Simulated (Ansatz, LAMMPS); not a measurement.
**Glassy 96B2O3-4CaO (mol %) (117 atoms): a single point**

What does DFT give for glassy 96B2O3-4CaO (mol %) (117 atoms) as built?

Main program and level: Ansatz 0.2.0; Kohn-Sham DFT, PBE, PAW (set soft_2), plane waves.

## (1) Starting point

The cell holds 117 atoms: 46 B, 1 Ca and 70 O. Cell: a = 11.201 Å, b = 11.201 Å, c = 11.201 Å, α = 90.0°, β = 90.0°, γ = 90.0°. 117 atoms (46 B, 1 Ca, 70 O) placed at random at 1.97 g/cm³, melted at 3000 K for 20 ps at fixed volume with the Buckingham and Coulomb pair potential of Guillot and Sator (Geochim. Cosmochim. Acta 71, 1249 (2007)) with the boron terms of Wang et al. (J. Non-Cryst. Solids 498, 294 (2018)). Quenched from 3000 K to 300 K at 300 K/ps and fixed volume, held 10 ps at zero pressure, then minimised at fixed cell.

Before any run, some limits are plain. The quench rate of 300 K/ps is many orders above laboratory rates, so the cell is likely richer in defects and strain than a real sample. The network of bonds at the start is that of the classical potential that made the cell, and needn't be the one that DFT or experiment would give. Sampling is at Γ alone, for a cell whose shortest periodic width is 11 Å.

## (2) Making the structure

A classical potential supplies the starting structure, since it reaches far longer times than DFT.

This step: classical MD, Buckingham and Coulomb pair potential of Guillot and Sator (Geochim. Cosmochim. Acta 71, 1249 (2007)) with the boron terms of Wang et al. (J. Non-Cryst. Solids 498, 294 (2018)) (LAMMPS 22 Jul 2025 - Update 4).

File in.lmp:

```
# melt-quench of B46Ca1O70
units metal
atom_style charge
boundary p p p
region box block 0 11.1882 0 11.1882 0 11.1882
create_box 3 box
mass 1 10.8100   # B
mass 2 40.0780   # Ca
mass 3 15.9990   # O
create_atoms 1 random 46 714032 NULL overlap 1.5 maxtry 2000
create_atoms 2 random 1 714039 NULL overlap 1.5 maxtry 2000
create_atoms 3 random 70 714046 NULL overlap 1.5 maxtry 2000
pair_style buck/coul/long 9.0
pair_coeff * * 0.0 1.0 0.0
pair_coeff 1 3 206941.81 0.124 35.0018   # B-O
pair_coeff 2 3 155667.70 0.178 42.2597   # Ca-O
pair_coeff 3 3 9022.79 0.265 85.0921   # O-O
pair_coeff 1 1 484.40 0.35 0.0   # B-B
set type 1 charge 1.4175
set type 2 charge 0.945
set type 3 charge -0.945
kspace_style pppm 1.0e-4
neigh_modify delay 0 every 1 check yes
thermo_style custom step time temp pe press density
thermo_modify norm yes
timestep 0.001
thermo 100
min_style cg
minimize 1e-4 1e-4 200 2000
reset_timestep 0
velocity all create 3000 714033 mom yes dist gaussian
fix lim all nve/limit 0.05
fix lan all langevin 3000 3000 0.1 714034 zero yes
thermo 500
# [... 11 lines left out ...]
thermo 3333
fix md all npt temp 300 300 0.1 iso 0 0 1
run 10000 post no
unfix md
thermo 100
min_style cg
minimize 0 1e-3 2000 20000
write_dump all custom glass.dump id type xs ys zs modify sort id
```

On the command line:

```console
> lmp -in in.lmp -log none -nocite
```

Numbers of over 12 decimals in the logs are rounded to 6 here.

Log:

```text
LAMMPS (22 Jul 2025 - Update 4)
Created orthogonal box = (0 0 0) to (11.1882 11.1882 11.1882)
Created 46 atoms
Created 1 atoms
Created 70 atoms
PPPM initialization ...
  G vector (1/distance) = 0.32344326
  grid = 9 9 9
  estimated relative force accuracy = 7.5586921e-05
   Step          Time           Temp          PotEng         Press         Density
         0   0              0              1.373413       1411970.7      1.9649936
       100   0.1            0             -11.450957     -28704.944      1.9649936
       127   0.127          0             -11.527795     -17627.128      1.9649936
Loop time of 0.0918256 s on 1 MPI rank(s) for 127 steps with 117 atoms
Minimization stats:
  Stopping criterion = energy tolerance
  Energy initial, next-to-last, final =
      1.37341299656232  -11.5266617393628  -11.5277947829018
  Force two-norm initial, final = 487.81988 4.85932
  Iterations, force evaluations = 127 215
   Step          Time           Temp          PotEng         Press         Density
         0   0              3000          -11.527795      16679.838      1.9649936
       500   0.5            2733.8103     -11.182526     -36736.397      1.9649936
      1000   1              3321.5484     -11.24181       36722.402      1.9649936
Loop time of 0.327849 s on 1 MPI rank(s) for 1000 steps with 117 atoms
[... 2 lines left out ...]
      3333   3.333          3160.0749     -11.360184      23116.229      1.9649936
      6666   6.666          3412.7472     -11.391193     -8550.3759      1.9649936
      9999   9.999          2979.2453     -11.354693     -2025.3248      1.9649936
     13332   13.332         3106.937      -11.324017      2496.4201      1.9649936
     16665   16.665         3230.5747     -11.335155     -2866.1407      1.9649936
[... 2 lines left out ...]
Loop time of 6.52303 s on 1 MPI rank(s) for 20000 steps with 117 atoms
   Step          Time           Temp          PotEng         Press         Density
[... 12 lines left out ...]
Loop time of 2.84573 s on 1 MPI rank(s) for 9000 steps with 117 atoms
   Step          Time           Temp          PotEng         Press         Density
[... 4 lines left out ...]
     40000   40             269.88738     -11.73803       6060.219       1.9580214
Loop time of 3.54993 s on 1 MPI rank(s) for 10000 steps with 117 atoms
   Step          Time           Temp          PotEng         Press         Density
     40000   40             269.88738     -11.73803       6060.0693      1.9580214
     40100   40.1           269.88738     -11.780413     -2285.9045      1.9580214
     40108   40.108         269.88738     -11.780429     -2291.9772      1.9580214
Loop time of 0.101842 s on 1 MPI rank(s) for 108 steps with 117 atoms
Minimization stats:
  Stopping criterion = linesearch alpha is zero
  Energy initial, next-to-last, final =
     -11.7380299822442  -11.7804289680534  -11.7804289680534
  Force two-norm initial, final = 24.172411 0.15735126
  Iterations, force evaluations = 108 247
```

Run time: 14 s. Hardware: 1 thread of AMD EPYC 9R45, shared host; peak memory 0.079 GiB.

## (3) Plane-wave single point

The electrons are solved once, with the atoms held.

File input.yaml:

```yaml
crystal:
  lattice:
    - [11.20146, 0.0, 0.0]
    - [0.0, 11.20146, 0.0]
    - [0.0, 0.0, 11.20146]
  atoms:
    - { symbol: B, position: [0.37521, 0.92169, 0.10816] }
    - { symbol: B, position: [0.87232, 0.32673, 0.59797] }
    - { symbol: B, position: [0.37235, 0.55019, 0.32182] }
    - { symbol: B, position: [0.72941, 0.57768, 0.84882] }
    - { symbol: B, position: [0.59014, 0.18711, 0.49438] }
    - { symbol: B, position: [0.22199, 0.46109, 0.16835] }
    - { symbol: B, position: [0.04694, 0.58154, 0.89004] }
    - { symbol: B, position: [0.67522, 0.45127, 0.64353] }
    - { symbol: B, position: [0.94935, 0.39397, 0.80327] }
    - { symbol: B, position: [0.7397, 0.58021, 0.30577] }
    - { symbol: B, position: [0.52778, 0.77116, 0.99484] }
    - { symbol: B, position: [0.93032, 0.10838, 0.49549] }
    - { symbol: B, position: [0.54045, 0.84539, 0.61437] }
    - { symbol: B, position: [0.44672, 0.68745, 0.77785] }
    - { symbol: B, position: [0.79519, 0.87284, 0.24274] }
    - { symbol: B, position: [0.95196, 0.9539, 0.93426] }
    - { symbol: B, position: [0.25533, 0.09205, 0.97816] }
    - { symbol: B, position: [0.32888, 0.11795, 0.3396] }
    - { symbol: B, position: [0.92774, 0.83304, 0.58516] }
    - { symbol: B, position: [0.7499, 0.03715, 0.08168] }
    - { symbol: B, position: [0.89187, 0.3965, 0.34518] }
    - { symbol: B, position: [0.88123, 0.21734, 0.18431] }
    - { symbol: B, position: [0.94339, 0.74164, 0.35972] }
    - { symbol: B, position: [0.53881, 0.18972, 0.73556] }
    - { symbol: B, position: [0.40287, 0.78535, 0.29563] }
    - { symbol: B, position: [0.61473, 0.76199, 0.41731] }
    - { symbol: B, position: [0.36241, 0.98865, 0.54604] }
    - { symbol: B, position: [0.11869, 0.67138, 0.08751] }
    - { symbol: B, position: [0.09757, 0.05991, 0.31979] }
    - { symbol: B, position: [0.14274, 0.64862, 0.43024] }
    - { symbol: B, position: [0.27996, 0.29283, 0.57785] }
    - { symbol: B, position: [0.07949, 0.89872, 0.13945] }
    - { symbol: B, position: [0.50779, 0.26288, 0.2886] }
    - { symbol: B, position: [0.4106, 0.34551, 0.88001] }
    - { symbol: B, position: [0.11327, 0.24712, 0.10593] }
    - { symbol: B, position: [0.16456, 0.84729, 0.56698] }
    - { symbol: B, position: [0.73693, 0.99621, 0.44307] }
    - { symbol: B, position: [0.22022, 0.14359, 0.75368] }
    - { symbol: B, position: [0.99566, 0.1692, 0.83773] }
    - { symbol: B, position: [0.79466, 0.81895, 0.79718] }
    - { symbol: B, position: [0.65036, 0.59236, 0.07801] }
    - { symbol: B, position: [0.5061, 0.40643, 0.09733] }
    - { symbol: B, position: [0.65199, 0.0076, 0.85874] }
    - { symbol: B, position: [0.46144, 0.45311, 0.52697] }
    - { symbol: B, position: [0.11586, 0.412, 0.4527] }
    - { symbol: B, position: [0.27188, 0.52321, 0.80473] }
    - { symbol: Ca, position: [0.83788, 0.721, 0.04093] }
    - { symbol: O, position: [0.56052, 0.20533, 0.61373] }
    - { symbol: O, position: [0.17881, 0.56934, 0.124] }
    - { symbol: O, position: [0.82114, 0.49872, 0.35281] }
    - { symbol: O, position: [0.16558, 0.52739, 0.44807] }
    - { symbol: O, position: [0.6495, 0.08276, 0.46023] }
    - { symbol: O, position: [0.84854, 0.82836, 0.67979] }
    - { symbol: O, position: [0.58698, 0.0896, 0.7921] }
    - { symbol: O, position: [0.62254, 0.72057, 0.05734] }
    - { symbol: O, position: [0.62739, 0.81701, 0.52891] }
    - { symbol: O, position: [0.46631, 0.86849, 0.04158] }
    - { symbol: O, position: [0.02084, 0.09469, 0.41108] }
    - { symbol: O, position: [0.31144, 0.40897, 0.83668] }
    - { symbol: O, position: [0.84632, 0.01543, 0.50206] }
    - { symbol: O, position: [0.5404, 0.52615, 0.09805] }
    - { symbol: O, position: [0.04725, 0.86999, 0.60338] }
    - { symbol: O, position: [0.15716, 0.56198, 0.83468] }
    - { symbol: O, position: [0.25465, 0.93234, 0.57633] }
    - { symbol: O, position: [0.00018, 0.21226, 0.14534] }
    - { symbol: O, position: [0.37523, 0.37237, 0.56794] }
    - { symbol: O, position: [0.09606, 0.15463, 0.76473] }
    - { symbol: O, position: [0.35994, 0.87869, 0.22476] }
    - { symbol: O, position: [0.18454, 0.74041, 0.50407] }
    - { symbol: O, position: [0.27788, 0.19644, 0.65704] }
    - { symbol: O, position: [0.73862, 0.92328, 0.34128] }
    - { symbol: O, position: [0.51301, 0.79643, 0.35264] }
    - { symbol: O, position: [0.94265, 0.06803, 0.88586] }
    - { symbol: O, position: [0.35055, 0.67201, 0.30206] }
    - { symbol: O, position: [0.00332, 0.39544, 0.40171] }
    - { symbol: O, position: [0.1312, 0.7853, 0.1346] }
    - { symbol: O, position: [0.55848, 0.26668, 0.40285] }
    - { symbol: O, position: [0.20927, 0.11296, 0.30613] }
    [... 33 atom lines left out ...]
    - { symbol: O, position: [0.16215, 0.35544, 0.14314] }
    - { symbol: O, position: [0.54016, 0.33448, 0.19306] }
    - { symbol: O, position: [0.04978, 0.67762, 0.35088] }
    - { symbol: O, position: [0.95422, 0.50414, 0.86029] }
    - { symbol: O, position: [0.7974, 0.13772, 0.13807] }
    - { symbol: O, position: [0.48084, 0.27634, 0.80426] }
kpoints:
  mp_grid: { grid: [1, 1, 1] }
hamiltonian:
  xc: pbe
scf:
  occupations: { method: fixed }
output:
  forces: true
  stress: true
  populations: true
  dos:
    method: { smearing: { sigma: 0.1 } }
    de: 0.1
    projected: { site_lists: { B: [B], Ca: [Ca], O: [O] } }
  eigenvalues: true
  write_density: true
  write_potential: true
  volumetric_format: npy
```

On the command line:

```console
> ansatz run input.yaml --threads 8 --pin off --max-ram 15872MiB --backend cpu --events-out ev --progress --plain --runs-dir out
```

Log:

```text
Engine: ansatz 0.2.0, x86_64-unknown-linux-gnu
Pseudopotentials: kind: paw
Pseudopotential: B, paw, valence charge 3, recommended cutoff 420 eV (normal), B.paw.azcp
Pseudopotential: Ca, paw, valence charge 10, recommended cutoff 420 eV (normal), Ca.paw.azcp
Pseudopotential: O, paw, valence charge 6, recommended cutoff 420 eV (normal), O.paw.azcp
[... 5 lines on functional and potentials left out ...]
Crystal: 117 atoms, lattice volume = 1405.477 Å³
Basis set: ecut = 420 eV, 27609 PW (Γ), exchange–correlation on 150×150×150 points (8 copies of the dense FFT grid, shifted against one another)
Bands: 401, of which v1, the nominal top of the filled ones, is band 284 counted from 1 (283 counted from 0)
Symmetry: 1 space group operations
Space group: P1 (ITA 1), of the structure as read, at distance tolerance 1.1e-4 Å
k-points: 1
[... 7 lines on functional and potentials left out ...]
Initial density: superposition of atomic densities (neutral atoms: chi_scale 0, normalization atom), corrected by the library's trained network
Initial wavefunctions: pseudopotential atomic-orbital guess
Functional: x = pbe(κ = 0.804, μ = 0.219515), c = pbe(β = 0.066725)
SCF iter   1: F=—  HF=-48799.162550 eV  |F-HF|=—  |Δ(HF+E_count)|=         —  Δρ=4.31e-3  dr2=2.27e-1  ethr=1.77e-3  ⟨swp⟩=7.0  Hψ=1414  notcnv=0  defer=113
preconditioner: auto → Resta (q_TF=auto, 2.346 Å⁻¹)  ε∞=3.0  [insulator: Δε(μ)=4.424 eV  Ē_g=16.663 eV  n_scr=304 (ndim 8)  ℏωp=23.6 eV  f_vac=0.201  ε∞_Penn≈3.0]
SCF iter   2: F=—  HF=-48799.157135 eV  |F-HF|=—  |Δ(HF+E_count)|=   5.42e-3  Δρ=2.02e-3  dr2=3.76e-2  ethr=3.99e-5  ⟨swp⟩=3.0  Hψ=748  notcnv=0  defer=115
SCF iter   3: F=—  HF=-48799.161999 eV  |F-HF|=—  |Δ(HF+E_count)|=   4.86e-3  Δρ=8.29e-4  dr2=1.08e-2  ethr=6.62e-6  ⟨swp⟩=3.0  Hψ=502  notcnv=0  defer=115
SCF iter   4: F=—  HF=-48799.161962 eV  |F-HF|=—  |Δ(HF+E_count)|=   3.67e-5  Δρ=1.82e-4  dr2=5.60e-4  ethr=1.90e-6  ⟨swp⟩=3.0  Hψ=465  notcnv=0  defer=115
SCF iter   5: F=—  HF=-48799.162003 eV  |F-HF|=—  |Δ(HF+E_count)|=   4.08e-5  Δρ=1.26e-4  dr2=1.78e-4  ethr=9.85e-8  ⟨swp⟩=2.0  Hψ=570  notcnv=0  defer=115
SCF iter   6: F=—  HF=-48799.161960 eV  |F-HF|=—  |Δ(HF+E_count)|=   4.34e-5  Δρ=3.30e-5  dr2=1.53e-5  ethr=3.14e-8  ⟨swp⟩=2.0  Hψ=568  notcnv=0  defer=115
SCF iter   7: F=—  HF=-48799.159368 eV  |F-HF|=—  |Δ(HF+E_count)|=   2.59e-3  Δρ=9.48e-6  dr2=1.24e-6  ethr=2.69e-9  ⟨swp⟩=2.0  Hψ=685  notcnv=0  defer=115
SCF iter   8: F=—  HF=-48799.159369 eV  |F-HF|=—  |Δ(HF+E_count)|=   6.20e-7  Δρ=6.82e-6  dr2=5.02e-7  ethr=2.19e-10  ⟨swp⟩=2.0  Hψ=571  notcnv=0  defer=115
SCF iter   9: F=-48799.159369 eV  HF=-48799.159369 eV  |F-HF|=5.92e-9  |Δ(HF+E_count)|=   8.32e-8  Δρ=1.43e-6  dr2=2.61e-8  ethr=1.76e-11  ⟨swp⟩=22.0  Hψ=4133  notcnv=0
SCF 1 converged in 9 iterations: F = -48799.159369 eV  dr2 = 2.61e-8
  greatest PAW one-centre occupation: 0.995 electrons in one spin orbital (limit 2), on the Ca atom at site 46 (counted from 0), in its partial waves of l = 0
WARN: The input density's exchange-correlation potential varies sharply where the density is thin. Do not read a vacuum level from v_tot or v_xc, or from such a field of the output density. On a cell that repeats whose density bears no net charge and no dipole along the vacuum's axis use v_es (v_loc + v_h of the components); [...]
SCF converged after 9 iterations
Free energy (F): -48799.159369 eV
Harris-Foulkes:  -48799.159369 eV  (|F-HF|=5.92e-9)
Internal energy: -48799.159369 eV  (E = F + TS)
E sigma→0 (E₀):  -48799.159369 eV
Fermi energy:    1.681829 eV
--- Per-component energies (eV) ---
  E_band       = -3796.969846
  E_kinetic    = 14747.710536
  E_local      = -42876.058265  (includes V_loc(G=0)·N_el)
  E_nonlocal   = 3959.799785
  E_hartree    = 15756.899291
  E_xc         = -6678.773279
  E_vxc        = -8380.068166  (∫ρ·V_xc dr)
  E_paw        = -15603.295537  (= ΣΔE_a)
  E_vpaw       = -2762.339481  (= ΣTr[D̂ρ^β])
  E_aug_tail   = 0.179427  (compensation charges beyond the density's cutoff)
  E_ewald      = -18105.621326
  E_smearing   = -0.000000  (= −TS)
  E_closure    = -0.000000  (closes the sum)
  Σ components = -48799.159369   (vs F -48799.159369, Δ=0.00e0)
--- Forces (eV/Å), atoms counted from 1 ---
  atom   1  B      0.79386884    -1.32553093    -0.74355160
  atom   2  B     -0.44510488    -0.27991434     1.64025103
  atom   3  B     -0.04765838     0.39458570     0.70127759
  atom   4  B     -0.94210484     1.29440396    -0.01595045
  atom   5  B      0.00507090    -1.14841698     0.15900443
  atom   6  B     -0.30037377     0.36874364     0.18341413
  atom   7  B      1.83035241    -2.48254127    -0.26661083
  atom   8  B      0.17576027     0.34629785     0.58535595
  atom   9  B      0.79662926    -1.19712427    -1.47523661
  atom  10  B     -0.55859691     0.38096433    -1.08245323
  atom  11  B     -0.65007633    -1.08338520    -0.05161961
  atom  12  B     -1.14975467     0.33416138    -1.34598542
  atom  13  B     -2.15762563    -1.03691907    -0.77479694
  atom  14  B     -0.02486747     1.17124672     0.76565605
[...]
atom 116  O     -0.15062561     0.25425706     0.08375253
  atom 117  O     -0.28676008    -0.07927148    -0.09611665
  max |Σ_I F_I| component: 3.78e-5 eV/Å
--- Stress (GPa, compression-positive) ---
       -6.984948       1.246697      -0.748074
        1.246706     -10.057605      -0.551652
       -0.748076      -0.551658      -9.576736
  P = ⅓ Tr σ = -8.8731 GPa (-88.731 kbar)
--- Band table (eV) ---
  k-point 0: bands = ["-37.5629", "-19.5608", "-19.5327", "-18.9916", [... 385 levels ...], "12.9728", "13.0276", "13.0397", "13.0823", "13.1643", "13.2012", "13.2634", "13.2954", "13.3399", "13.4039", "13.4369", "13.4809"]
--- Löwdin populations: 117 sites ---
  site symbol       q [e]
     0      B      2.3160
     1      B      2.3284
     2      B      2.3149
[...]
116      O      6.3739
  spilling = 0.009087 (of n_electrons = 568.000000)
```

It took 5.4 s on 8 threads of AMD EPYC 9R45, shared host; peak memory 1.9 GiB; 38 s of CPU time.

Reading the cycles: dr2 is the Hartree energy of the density residual (eV), the measure of convergence; HF is the Harris–Foulkes estimate of the energy, which meets the free energy F at convergence.

The program notes that the exchange-correlation potential is rough where the density is thin.

Numbers from this run:

```yaml
free_energy: -48799.1594 eV
free_energy_per_atom: -417.0868 eV/atom
scf_cycles: 9
pressure: -8.873 GPa
r_m_s_force_component: 0.7392 eV/Å
longest_force: 3.649 eV/Å
fermi_energy: 1.682 eV
spacing_of_highest_filled_and_lowest_empty_level: 4.339 eV
spilling_of_the_projection: 0.009087
```

Neighbours are counted within 1.83 Å (O-B), 2.93 Å (O-Ca).

Length of the force by element and coordination:

```csv
element,coordination,atoms,mean length of the force (eV/Å),spread,least,most
B,all,46,1.56,0.746,0.207,3.65
B,3,44,1.54,0.749,0.207,3.65
B,4,2,1.92,0.569,1.35,2.49
Ca,all,1,0.786,0,0.786,0.786
O,all,70,0.748,0.460,0.189,2.21
O,2,62,0.661,0.393,0.189,1.89
O,3,8,1.42,0.378,0.938,2.21
```

Löwdin charges by element and coordination (they lack the spilled electrons, 0.044 e an atom on average):

```csv
element,coordination,atoms,mean charge (e),spread,least,most
B,all,46,0.673,0.0273,0.563,0.711
B,3,44,0.677,0.0192,0.607,0.711
B,4,2,0.582,0.0184,0.563,0.600
Ca,all,1,1.83,0,1.83,1.83
O,all,70,-0.395,0.0324,-0.514,-0.358
O,2,62,-0.385,0.0152,-0.449,-0.358
O,3,8,-0.470,0.0303,-0.514,-0.418
```

States in the cell by windows of 1 eV, zero at the Fermi level; the larger projections on atomic orbitals stand beside the total:

| from (eV) | to (eV) | total | O p | B p |
| --- | --- | --- | --- | --- |
| -10 | -9 | 28.9 | 20.5 | 2.4 |
| -9 | -8 | 30.8 | 21.3 | 5.5 |
| -8 | -7 | 50.9 | 34.6 | 14.2 |
| -7 | -6 | 18.4 | 12.5 | 5.3 |
| -6 | -5 | 16.2 | 11.0 | 4.6 |
| -5 | -4 | 33.9 | 24.7 | 7.9 |
| -4 | -3 | 51.3 | 41.7 | 7.5 |
| -3 | -2 | 70.8 | 64.7 | 3.8 |
| -2 | -1 | 76.1 | 73.0 | 1.7 |
| -1 | 0 | 30.0 | 29.0 | 0.5 |
| 0 | 1 | 1.7 | 1.6 | 0.0 |
| 1 | 4 | 0.0 | 0.0 | 0.0 |
| 4 | 5 | 12.4 | 1.6 | 8.3 |

With fixed occupations the program's Fermi level is the highest filled level; weight inside the gap is the broadening of levels at its edges.

Between -26 and -10 eV lie 157 more states.

The levels nearest the highest filled one (over half full), pooled over k-points and spins:

```csv
level less the highest filled one (eV),occupation
-0.513,2
-0.453,2
-0.359,2
-0.108,2
-0.0283,2
0,2
4.34,0
4.42,0
4.49,0
4.68,0
4.87,0
4.93,0
```

Valence density in the bc plane at fractional x = 0.360, with atoms of B and O within 0.2 Å of it. It is the smooth field of the valence electrons, not physical close to the nuclei.

Ten steps, logarithmic in the rise over the least value, from '0' (0.0 e/Å³) to '9' (6.7 e/Å³), each cell a mean:
```
22211000123332100000000000011112
11221100123443210000000000000000
12333211124566431111111100000000
12343211124677643344332110000000
01222111123466543578753210000000
00111111111233323689974210000000
00001222110111112478753110000000
00012333211111101234421100000011
21112333234554210011100000001222
32111222346897421000000000012344
44321111247998521000000000012344
56653100135665321100000000001344
68985210012232223321000000000124
69985310000001234432111000000013
46765321000001234543343321100002
23455543100001234445787643221101
12346765310013566556899754455421
11235675310135787545788645688752
10123443200125776422344334699863
11001111000013443210111112578753
32100000000001111000000001245544
54210000000111000000000001234456
65310000012222100000000001234456
54321000013332100000000000122334
```
Columns run along b (11.2 Å), rows up along c (11.2 Å). Atoms in or near the plane, at fractional coordinates: B at (0.92, 0.11), B at (0.55, 0.32), B at (0.99, 0.55), O at (0.37, 0.57), O at (0.88, 0.22), O at (0.67, 0.30), O at (0.07, 0.45), O at (0.60, 0.76).

(Continued in part 2 of 2.)

[Logs are printed without paths, hosts, clocks, repeated set-up lines and the standing remarks that a program may print on its own settings, such as how far it seeks lower states.]

[Hosts, paths, dates, database ids (printed as entryN), source tags and the programs' standing remarks are cut or masked in the printed files.]
